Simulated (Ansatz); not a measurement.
**Lattice dynamics of SiHg2 (model cell, started as cuprite)**

Task: relax SiHg2 (model cell, started as cuprite), then find its harmonic phonons.

Main program and level: Ansatz 0.2.0; DFT LDA, scalar-relativistic, plane waves, PAW.

The structure was built from a prototype and need not be the compound's stable phase.

## 1. Starting point

It takes space group Pn-3m (No. 224, cubic). The conventional cell has a = 6.036 Å, b = 6.036 Å, c = 6.036 Å, α = 90.00°, β = 90.00°, γ = 90.00°. Nearest to Si lie 4 Hg at 2.61 Å. Hg has 2 Si at 2.61 Å nearest. Farther neighbours are not listed.

## 2. Bringing the structure to rest, k-mesh 4×4×4

Harmonic phonons are second derivatives at a point where the forces vanish, and they are wanted at zero stress, so atoms and cell are relaxed first.

Contents of input.yaml:

```yaml
crystal:
  lattice:
    - [6.03585, 0.0, 0.0]
    - [0.0, 6.03585, 0.0]
    - [0.0, 0.0, 6.03585]
  atoms:
    - { symbol: Si, position: [0.0, 0.0, 0.0] }
    - { symbol: Si, position: [0.5, 0.5, 0.5] }
    - { symbol: Hg, position: [0.25, 0.25, 0.25] }
    - { symbol: Hg, position: [0.75, 0.75, 0.25] }
    - { symbol: Hg, position: [0.75, 0.25, 0.75] }
    - { symbol: Hg, position: [0.25, 0.75, 0.75] }
kpoints:
  mp_grid: { grid: [4, 4, 4] }
hamiltonian:
  xc: lda
scf:
  occupations: { method: gaussian, width: 0.02 }
output:
  forces: true
  stress: true
  eigenvalues: true
relax:
  adjacent_minimum: "off"
  f_tol: 0.005
  max_steps: 80
  cell: { stress_tol: 0.05 }
```

On the command line:

```console
$ ansatz run input.yaml --threads 8 --pin off --max-ram 14336MiB --backend cpu --events-out ev --progress --plain --runs-dir out
```

Numbers of over 12 decimals in the logs are rounded to 6 here.

Output:

```text
Engine: ansatz 0.2.0, aarch64-unknown-linux-gnu
Pseudopotentials: kind: paw
Pseudopotential: Si, paw, valence charge 4, recommended cutoff 420 eV (normal), Si.paw.azcp
Pseudopotential: Hg, paw, valence charge 20, recommended cutoff 420 eV (normal), Hg.paw.azcp
Functional definition: SPW92
  exchange = slater_x
  correlation = pw_c
Crystal: 6 atoms, lattice volume = 219.895 Å³
Basis set: ecut = 420 eV, 4337 PW (Γ)
Bands: 53, of which v1, the nominal top of the filled ones, is band 44 counted from 1 (43 counted from 0)
Symmetry: 48 space group operations
Space group: Pn-3m (ITA 224), of the structure as read, at distance tolerance 6.0e-5 Å
k-points: 10 of 64
Non-local potential: Si, projectors of the file, l = 0: 2, l = 1: 2, l = 2: 2
Non-local potential: Hg, projectors of the file, l = 0: 3, l = 1: 2, l = 2: 2, l = 3: 1
PAW form: soft (Blöchl's): semilocal exchange-correlation on the pseudo side does not see the compensation charge
PAW frozen core: Si, regenerated for the run's functional, and the local potential with it (the file was generated under x = pbe(κ = 0.804, μ = 0.219515), c = pbe(β = 0.066725))
PAW frozen core: Hg, regenerated for the run's functional, and the local potential with it (the file was generated under x = pbe(κ = 0.804, μ = 0.219515), c = pbe(β = 0.066725))
PAW one-centre angular grid: Si, 110 points (default); XC on 64 Gauss nodes
PAW one-centre angular grid: Hg, 590 points (default); XC on 64 Gauss nodes
Initial density: superposition of atomic densities (neutral atoms: chi_scale 0, normalization atom), corrected by the library's trained network
Initial wavefunctions: pseudopotential atomic-orbital guess
Functional: x = slater, c = lda
SCF iter   1: F=—  HF=-55304.353211 eV  |F-HF|=—  |Δ(HF+E_count)|=         —  Δρ=3.41e-3  dr2=3.90e-2  ethr=1.77e-3  ⟨swp⟩=8.2  Hψ=2176  notcnv=0  defer=1
preconditioner: auto → Resta (q_TF=auto, 2.342 Å⁻¹)  ε∞=5.6  [insulator: Δε(μ)=0.710 eV  Ē_g=8.759 eV  σ=0.020 eV  W_gap=1.00  n_scr=56 (ndim 8)  ℏωp=18.7 eV  f_vac=0.196  D(μ)=0.00/eV (n_scr^D=0)  ε∞_Penn≈5.6]
SCF iter   2: F=—  HF=-55304.347045 eV  |F-HF|=—  |Δ(HF+E_count)|=   6.17e-3  Δρ=1.71e-3  dr2=8.44e-3  ethr=4.43e-5  ⟨swp⟩=2.8  Hψ=956  notcnv=0  defer=33
SCF iter   3: F=—  HF=-55304.346873 eV  |F-HF|=—  |Δ(HF+E_count)|=   1.71e-4  Δρ=5.46e-4  dr2=1.24e-3  ethr=9.59e-6  ⟨swp⟩=2.1  Hψ=823  notcnv=0  defer=33
SCF iter   4: F=—  HF=-55304.347287 eV  |F-HF|=—  |Δ(HF+E_count)|=   4.13e-4  Δρ=1.83e-4  dr2=1.18e-4  ethr=1.41e-6  ⟨swp⟩=2.6  Hψ=715  notcnv=0  defer=33
SCF iter   5: F=—  HF=-55304.347351 eV  |F-HF|=—  |Δ(HF+E_count)|=   6.41e-5  Δρ=4.74e-5  dr2=5.07e-6  ethr=1.35e-7  ⟨swp⟩=2.0  Hψ=769  notcnv=0  defer=33
SCF iter   6: F=—  HF=-55304.347259 eV  |F-HF|=—  |Δ(HF+E_count)|=   9.13e-5  Δρ=8.36e-6  dr2=2.34e-7  ethr=5.76e-9  ⟨swp⟩=2.1  Hψ=808  notcnv=0  defer=33
SCF iter   7: F=-55304.347260 eV  HF=-55304.347260 eV  |F-HF|=7.07e-9  |Δ(HF+E_count)|=   1.02e-7  Δρ=2.12e-6  dr2=2.11e-8  ethr=1.14e-10  ⟨swp⟩=10.0  Hψ=2128  notcnv=0
SCF 1 converged in 7 iterations: F = -55304.347260 eV  dr2 = 2.11e-8
  greatest PAW one-centre occupation: 1.000 electrons in one spin orbital (limit 2), on the Hg atom at site 4 (counted from 0), in its partial waves of l = 0
relax step   1: F+E_penalty+E_count = -55304.34725957 eV  Δ(F+E_penalty+E_count) = +0.000e0 eV  max|allowed force component| = 1.079e-17 eV/Å  Δτ_max = 0.0000 Å  P = -5.910 GPa  Ω = 219.895 Å³  (7 SCF iters, dr2 threshold 1.00e-7 eV, accepted)
Crystal: 6 atoms, lattice volume = 189.278 Å³
Basis set: ecut = 420 eV, 3743 PW (Γ)
Initial density: handed on by an earlier stage of this run
Initial wavefunctions: those handed on with the density
iter 1 solved again at ethr=2.59e-4 eV; its pass at ethr=3.10e-3 eV (dr2=2.28e-1 eV) is discarded
SCF iter   1: F=—  HF=-55305.338238 eV  |F-HF|=—  |Δ(HF+E_count)|=         —  Δρ=8.10e-3  dr2=2.42e-1  ethr=2.59e-4  ⟨swp⟩=2.1  Hψ=2612  notcnv=0
preconditioner: auto → Resta (q_TF=auto, 2.401 Å⁻¹)  ε∞=5.8  [insulator: Δε(μ)=0.728 eV  Ē_g=9.243 eV  σ=0.020 eV  W_gap=1.00  n_scr=32 (ndim 8)  ℏωp=20.2 eV  f_vac=0.090  D(μ)=0.00/eV (n_scr^D=0)  ε∞_Penn≈5.8]
SCF iter   2: F=—  HF=-55305.268846 eV  |F-HF|=—  |Δ(HF+E_count)|=   6.94e-2  Δρ=3.17e-3  dr2=3.76e-2  ethr=2.59e-4  ⟨swp⟩=2.8  Hψ=919  notcnv=0
SCF iter   3: F=—  HF=-55305.256536 eV  |F-HF|=—  |Δ(HF+E_count)|=   1.23e-2  Δρ=8.03e-4  dr2=1.88e-3  ethr=4.28e-5  ⟨swp⟩=3.0  Hψ=841  notcnv=0  defer=33
SCF iter   4: F=—  HF=-55305.256060 eV  |F-HF|=—  |Δ(HF+E_count)|=   4.76e-4  Δρ=2.53e-4  dr2=1.42e-4  ethr=2.14e-6  ⟨swp⟩=2.0  Hψ=773  notcnv=0  defer=33
SCF iter   5: F=—  HF=-55305.255952 eV  |F-HF|=—  |Δ(HF+E_count)|=   1.08e-4  Δρ=7.14e-5  dr2=9.80e-6  ethr=1.61e-7  ⟨swp⟩=2.1  Hψ=763  notcnv=0  defer=33
SCF iter   6: F=-55305.255952 eV  HF=-55305.255952 eV  |F-HF|=6.76e-8  |Δ(HF+E_count)|=   1.36e-7  Δρ=8.58e-6  dr2=1.77e-7  ethr=6.82e-10  ⟨swp⟩=9.2  Hψ=2657  notcnv=0
SCF 2 converged in 6 iterations: F = -55305.255952 eV  dr2 = 1.77e-7
  greatest PAW one-centre occupation: 1.000 electrons in one spin orbital (limit 2), on the Hg atom at site 2 (counted from 0), in its partial waves of l = 0
relax step   2: F+E_penalty+E_count = -55305.25595212 eV  Δ(F+E_penalty+E_count) = -9.087e-1 eV  max|allowed force component| = 5.551e-17 eV/Å  Δτ_max = 0.0000 Å  P = -2.956 GPa  Ω = 189.278 Å³  energy of the carried Pulay correction = +4.317e-3 eV  (6 SCF iters, dr2 threshold 6.00e-7 eV, accepted)
Crystal: 6 atoms, lattice volume = 166.225 Å³
Basis set: ecut = 420 eV, 3239 PW (Γ)
iter 1 solved again at ethr=2.29e-4 eV; its pass at ethr=3.10e-3 eV (dr2=2.01e-1 eV) is discarded
SCF iter   1: F=—  HF=-55305.391903 eV  |F-HF|=—  |Δ(HF+E_count)|=         —  Δρ=8.02e-3  dr2=2.03e-1  ethr=2.29e-4  ⟨swp⟩=2.5  Hψ=2766  notcnv=0
preconditioner: auto → Resta (q_TF=auto, 2.454 Å⁻¹)  ε∞=5.8  [insulator: Δε(μ)=0.319 eV  Ē_g=9.800 eV  σ=0.020 eV  W_gap=1.00  n_scr=32 (ndim 8)  ℏωp=21.6 eV  f_vac=0.026  D(μ)=0.00/eV (n_scr^D=0)  ε∞_Penn≈5.8]
SCF iter   2: F=—  HF=-55305.331405 eV  |F-HF|=—  |Δ(HF+E_count)|=   6.05e-2  Δρ=3.15e-3  dr2=3.18e-2  ethr=2.29e-4  ⟨swp⟩=2.9  Hψ=922  notcnv=0
SCF iter   3: F=—  HF=-55305.320795 eV  |F-HF|=—  |Δ(HF+E_count)|=   1.06e-2  Δρ=7.66e-4  dr2=1.38e-3  ethr=3.61e-5  ⟨swp⟩=3.0  Hψ=949  notcnv=0  defer=36
SCF iter   4: F=—  HF=-55305.320441 eV  |F-HF|=—  |Δ(HF+E_count)|=   3.53e-4  Δρ=2.11e-4  dr2=7.86e-5  ethr=1.57e-6  ⟨swp⟩=2.0  Hψ=770  notcnv=0  defer=36
SCF iter   5: F=—  HF=-55305.320325 eV  |F-HF|=—  |Δ(HF+E_count)|=   1.16e-4  Δρ=5.00e-5  dr2=4.29e-6  ethr=8.93e-8  ⟨swp⟩=2.7  Hψ=817  notcnv=0  defer=36
SCF iter   6: F=-55305.320325 eV  HF=-55305.320325 eV  |F-HF|=2.66e-8  |Δ(HF+E_count)|=   1.36e-7  Δρ=5.39e-6  dr2=6.11e-8  ethr=6.82e-10  ⟨swp⟩=11.0  Hψ=2313  notcnv=0
SCF 3 converged in 6 iterations: F = -55305.320325 eV  dr2 = 6.11e-8
relax step   3: F+E_penalty+E_count = -55305.32032513 eV  Δ(F+E_penalty+E_count) = -6.437e-2 eV  max|allowed force component| = 5.898e-17 eV/Å  Δτ_max = 0.0000 Å  P = +2.874 GPa  Ω = 166.225 Å³  energy of the carried Pulay correction = +8.021e-3 eV  (6 SCF iters, dr2 threshold 6.00e-7 eV, accepted)
[...]
relax step   4: F+E_penalty+E_count = -55305.39656198 eV  Δ(F+E_penalty+E_count) = -7.624e-2 eV  max|allowed force component| = 8.095e-17 eV/Å  Δτ_max = 0.0000 Å  P = -0.069 GPa  Ω = 175.637 Å³  energy of the carried Pulay correction = +6.456e-3 eV  (6 SCF iters, dr2 threshold 6.00e-7 eV, accepted)
[...]
relax step   5: F+E_penalty+E_count = -55305.39665896 eV  Δ(F+E_penalty+E_count) = -9.699e-5 eV  max|allowed force component| = 7.247e-17 eV/Å  Δτ_max = 0.0000 Å  P = -0.002 GPa  Ω = 175.384 Å³  energy of the carried Pulay correction = +6.497e-3 eV  (5 SCF iters, dr2 threshold 1.19e-8 eV, accepted)
Initial wavefunctions: pseudopotential atomic-orbital guess (no wavefunctions were taken with the density)
iter 1 solved again at ethr=3.91e-7 eV; its pass at ethr=3.10e-3 eV (dr2=3.44e-4 eV) is discarded
SCF iter   1: F=—  HF=-55305.391270 eV  |F-HF|=—  |Δ(HF+E_count)|=         —  Δρ=3.32e-4  dr2=2.63e-5  ethr=3.91e-7  ⟨swp⟩=3.1  Hψ=3460  notcnv=0
preconditioner: auto → Resta (q_TF=auto, 2.432 Å⁻¹)  ε∞=5.7  [insulator: Δε(μ)=0.343 eV  Ē_g=9.683 eV  σ=0.020 eV  W_gap=1.00  n_scr=32 (ndim 8)  ℏωp=21.0 eV  f_vac=0.050  D(μ)=0.00/eV (n_scr^D=0)  ε∞_Penn≈5.7]
SCF iter   2: F=—  HF=-55305.391266 eV  |F-HF|=—  |Δ(HF+E_count)|=   3.43e-6  Δρ=1.66e-4  dr2=6.18e-6  ethr=2.99e-8  ⟨swp⟩=2.8  Hψ=1025  notcnv=0
SCF iter   3: F=—  HF=-55305.391261 eV  |F-HF|=—  |Δ(HF+E_count)|=   4.78e-6  Δρ=2.65e-5  dr2=1.55e-7  ethr=7.02e-9  ⟨swp⟩=2.1  Hψ=926  notcnv=0
SCF iter   4: F=—  HF=-55305.391261 eV  |F-HF|=—  |Δ(HF+E_count)|=   4.59e-8  Δρ=1.44e-6  dr2=2.58e-9  ethr=1.76e-10  ⟨swp⟩=2.4  Hψ=972  notcnv=0
SCF iter   5: F=-55305.391261 eV  HF=-55305.391261 eV  |F-HF|=0.00e0  |Δ(HF+E_count)|=   1.25e-9  Δρ=1.53e-7  dr2=5.47e-11  ethr=1.00e-12  ⟨swp⟩=3.9  Hψ=2272  notcnv=0
SCF 6 converged in 5 iterations: F = -55305.391261 eV  dr2 = 5.47e-11
relax step   6: F+E_penalty+E_count = -55305.39126149 eV  Δ(F+E_penalty+E_count) = +5.397e-3 eV  max|allowed force component| = 7.479e-17 eV/Å  Δτ_max = 0.0000 Å  P = -0.015 GPa  Ω = 175.384 Å³  stress off target by 1.45e-2 GPa  SCF on the basis re-selected at this cell (its energy is not comparable with the rows above)  (5 SCF iters)
basis re-selected at this cell: Δ(F+E_penalty+E_count) = +5.397e-3 eV, ΔP = -0.013 GPa vs the last step (what re-selecting the basis moved, of the pressure what is left beyond the Pulay correction that the steps carried, after the strain that the cell walked since its last selection, with what the two solves' SCF thresholds leave and, on support functions, any second-order correction that the steps lacked; it is no measure of the basis error at this ecutwfc). The dense FFT grid was sized anew with the basis: this SCF ran on 40×40×40 points, the steps before it on 45×45×45, so part of this shift can come from that change (see relax.cell in the input reference). [rest of the remark cut]
SCF converged after 5 iterations
Free energy (F): -55305.391261 eV
Harris-Foulkes:  -55305.391261 eV  (|F-HF|=0.00e0)
Internal energy: -55305.391261 eV  (E = F + TS)
E sigma→0 (E₀):  -55305.391261 eV
Fermi energy:    7.888020 eV
--- Per-component energies (eV) ---
  E_band       = -2082.669357
  E_kinetic    = 2499.734913
  E_local      = -13355.805906  (includes V_loc(G=0)·N_el)
  E_nonlocal   = 369.431671
  E_hartree    = 5671.182298
  E_xc         = -985.488030
  E_vxc        = -1142.233399  (∫ρ·V_xc dr)
  E_paw        = -39591.412257  (= ΣΔE_a)
  E_vpaw       = -1796.165492  (= ΣTr[D̂ρ^β])
  E_aug_tail   = 0.003370  (compensation charges beyond the density's cutoff)
  E_ewald      = -9915.510353
  E_core_change = 2.473032  (= ΣΔE_core)
  E_smearing   = -0.000000  (= −TS)
  E_closure    = -0.000000  (closes the sum)
  Σ components = -55305.391261   (vs F -55305.391261, Δ=0.00e0)
--- Forces (eV/Å), atoms counted from 1 ---
  atom   1  Si    -0.00000000    -0.00000000    -0.00000000
  atom   2  Si     0.00000000     0.00000000    -0.00000000
  atom   3  Hg     0.00000000     0.00000000     0.00000000
  atom   4  Hg    -0.00000000     0.00000000     0.00000000
  atom   5  Hg     0.00000000    -0.00000000    -0.00000000
  atom   6  Hg     0.00000000    -0.00000000    -0.00000000
  max |Σ_I F_I| component: 1.62e-17 eV/Å
--- Stress (GPa, compression-positive) ---
       -0.014511       0.000000       0.000000
        0.000000      -0.014511      -0.000000
        0.000000      -0.000000      -0.014511
  P = ⅓ Tr σ = -0.0145 GPa (-0.145 kbar)
--- Band table (eV; the first three rows and the last of 10) ---
  k-point 0: bands = [... 40 lower, 4.5859, 7.2633, 7.2633, 7.2633, 8.0587, 8.0587, 9.9811, 12.5268, ... 5 higher]
  k-point 1: bands = [... 40 lower, 4.5627, 6.2396, 7.3777, 7.3777, 8.4956, 9.2224, 11.0150, 11.3377, ... 5 higher]
  k-point 2: bands = [... 40 lower, 4.7917, 4.7917, 7.4818, 7.4818, 9.6840, 9.6840, 11.3902, 11.3902, ... 5 higher]
  k-point 9: bands = [... 40 lower, 3.7900, 5.6995, 5.6995, 5.6995, 10.8173, 10.8173, 10.8173, 12.1688, ... 5 higher]
--- Relaxed structure (5 steps of the walk, 5 accepted, 1 SCFs on fresh bases) ---
  F+E_penalty+E_count = -55305.39126149 eV   max|allowed force component| = 7.479e-17 eV/Å   (the final SCF, on the basis selected at the relaxed cell)
  cell:  # Å, volume = 175.3839 Å³
    - [5.597532, 0, 0]
    - [0, 5.597532, 0.0]
    - [0, 0.0, 5.597532]
  atoms:
    - { symbol: Si, position: [0, 0, 0] }
    - { symbol: Si, position: [0.5, 0.5, 0.5] }
    - { symbol: Hg, position: [0.25, 0.25, 0.25] }
    - { symbol: Hg, position: [0.75, 0.75, 0.25] }
    - { symbol: Hg, position: [0.75, 0.25, 0.75] }
    - { symbol: Hg, position: [0.25, 0.75, 0.75] }
```

Elapsed: 5.5 s, on 8 threads of Arm Neoverse V2, shared host; peak memory 0.76 GiB; 37 s of CPU time.

Step by step:

```tsv
step	energy less that of the first step (eV)	largest force component (eV/Å)	pressure (GPa)	volume (Å³)
1	0.0000	0.0000	-5.91	219.89
2	-0.9087	0.0000	-2.96	189.28
3	-0.9731	0.0000	2.87	166.22
4	-1.0493	0.0000	-0.07	175.64
5	-1.0494	0.0000	0.00	175.38
6*	-1.0440	0.0000	-0.01	175.38
```

Relaxation steps marked * repeat the geometry before them on a plane-wave basis chosen anew for their cell, so energy and pressure can jump there.

The run keeps the 48 symmetry operations that it works with, so distortions that break them were not tested.

```tsv
conventional cell, symmetrised	before	after	change
a (Å)	6.036	5.598	-7.3 %
b (Å)	6.036	5.598	-7.3 %
c (Å)	6.036	5.598	-7.3 %
volume (Å³/atom)	36.65	29.23	-20.2 %
```

The relaxed structure:

```xyz
6
Lattice="5.5975 0.0000 0.0000 0.0000 5.5975 0.0000 0.0000 0.0000 5.5975" Properties=species:S:1:pos:R:3 pbc="T T T"
Si    0.0000    0.0000    0.0000
Si    2.7988    2.7988    2.7988
Hg    1.3994    1.3994    1.3994
Hg    4.1981    4.1981    1.3994
Hg    4.1981    1.3994    4.1981
Hg    1.3994    4.1981    4.1981
```

Numbers from this step:

* pressure: -0.01451 GPa
* gap on the k-mesh: 0.3427 eV
* volume per atom: 29.23 Å³
* direct gap on mesh: 0.7954 eV

In this step the volume went from 36.65 to 29.23 Å³/atom.

## 3. Relaxation, k-mesh 6×6×6

The relaxation is repeated from its end, on the mesh and smearing that suit the cell and gap now reached.

input.yaml, the sections that differ from step 2:

```yaml
crystal:
  lattice:
    - [5.5975317964, 0.0, 0.0]
    - [0.0, 5.5975317964, 0.0]
    - [0.0, 0.0, 5.5975317964]
  atoms:
    - { symbol: Si, position: [0.0, 0.0, 0.0] }
    - { symbol: Si, position: [0.5, 0.5, 0.5] }
    - { symbol: Hg, position: [0.25, 0.25, 0.25] }
    - { symbol: Hg, position: [0.75, 0.75, 0.25] }
    - { symbol: Hg, position: [0.75, 0.25, 0.75] }
    - { symbol: Hg, position: [0.25, 0.75, 0.75] }
kpoints:
  mp_grid: { grid: [6, 6, 6] }
output:
  forces: true
  stress: true
  eigenvalues: true
  write_density: true
  write_potential: true
  elf: true
  volumetric_format: npy
# hamiltonian, scf, relax: as in step 2
```

Output:

```text
[...]
Crystal: 6 atoms, lattice volume = 175.384 Å³
Basis set: ecut = 420 eV, 3407 PW (Γ)
Bands: 53, of which v1, the nominal top of the filled ones, is band 44 counted from 1 (43 counted from 0)
Symmetry: 48 space group operations
[...]
k-points: 20 of 216
[...]
cell:  # Å, volume = 175.3839 Å³
    - [5.5975317964, 0.0, 0.0]
    - [0.0, 5.5975317964, 0.0]
    - [0.0, 0.0, 5.5975317964]
  atoms:
    - { symbol: Si, position: [0.0, 0.0, 0.0] }
    - { symbol: Si, position: [0.5, 0.5, 0.5] }
    - { symbol: Hg, position: [0.25, 0.25, 0.25] }
    - { symbol: Hg, position: [0.750000, 0.750000, 0.25] }
    - { symbol: Hg, position: [0.750000, 0.25, 0.750000] }
    - { symbol: Hg, position: [0.25, 0.750000, 0.750000] }
[key lines of the parts left out:]
SCF converged after 4 iterations
Free energy (F): -55305.404511 eV
Fermi energy:    7.885722 eV
P = ⅓ Tr σ = -0.0453 GPa (-0.453 kbar)
```

The job ended after 3 s (8 threads; peak memory 0.69 GiB; 22 s of CPU time).

Little changed from the start: no atom moved by 0.005 Å and no cell edge by 0.1 %.

Numbers from this step:

```
pressure           : -0.04534 GPa
gap on the k-mesh  : 0.3485 eV
direct gap on mesh : 0.8017 eV
```

In this step the volume went from 29.23 to 29.23 Å³/atom.

## 4. Tight relaxation

Phonons need a cell at rest on their own settings, so the relaxation is repeated with tight tolerances on forces and stress, using the mesh and the filling of the phonon run that follows.

input.yaml, the sections that differ from step 3:

```yaml
scf:
  occupations: { method: fixed }
output:
  forces: true
  stress: true
  eigenvalues: true
relax:
  adjacent_minimum: "off"
  f_tol: 0.001
  max_steps: 60
  cell: { stress_tol: 0.01 }
# crystal, kpoints, hamiltonian: as in step 3
```

Output:

```text
[...]
Crystal: 6 atoms, lattice volume = 175.384 Å³
Basis set: ecut = 420 eV, 3407 PW (Γ)
Bands: 53, of which v1, the nominal top of the filled ones, is band 44 counted from 1 (43 counted from 0)
Symmetry: 48 space group operations
[...]
k-points: 20 of 216
[...]
cell:  # Å, volume = 175.2212 Å³
    - [5.595800, 0, 0]
    - [0, 5.595800, 0.0]
    - [0.0, 0.0, 5.595800]
  atoms:
    - { symbol: Si, position: [0, 0, 0] }
    - { symbol: Si, position: [0.5, 0.5, 0.5] }
    - { symbol: Hg, position: [0.25, 0.25, 0.25] }
    - { symbol: Hg, position: [0.750000, 0.750000, 0.25] }
    - { symbol: Hg, position: [0.750000, 0.25, 0.750000] }
    - { symbol: Hg, position: [0.25, 0.750000, 0.750000] }
[key lines of the parts left out:]
SCF converged after 6 iterations
Free energy (F): -55305.404517 eV
Fermi energy:    7.722928 eV
P = ⅓ Tr σ = -0.0018 GPa (-0.018 kbar)
```

The job ended after 3.9 s (8 threads; peak memory 0.69 GiB; 28 s of CPU time).

Little changed from the start: no atom moved by 0.005 Å and no cell edge by 0.1 %.

This step gave:

```yaml
pressure: -0.001786 GPa
gap_on_the_k_mesh: 0.3456 eV
volume_per_atom: 29.20 Å³
direct_gap_on_mesh: 0.7998 eV
```

The forces vanish by symmetry and the pressure is -0.002 GPa, within the tolerances set. The cell now holds 29.20 Å³/atom.

(Part 1 of 2 ends here.)

[Logs are printed without paths, hosts, clocks, repeated set-up lines and the standing remarks that a program may print on its own settings, such as how far it seeks lower states.]

[Hosts, paths, dates, database ids (printed as entryN), source tags and the programs' standing remarks are cut or masked in the printed files.]
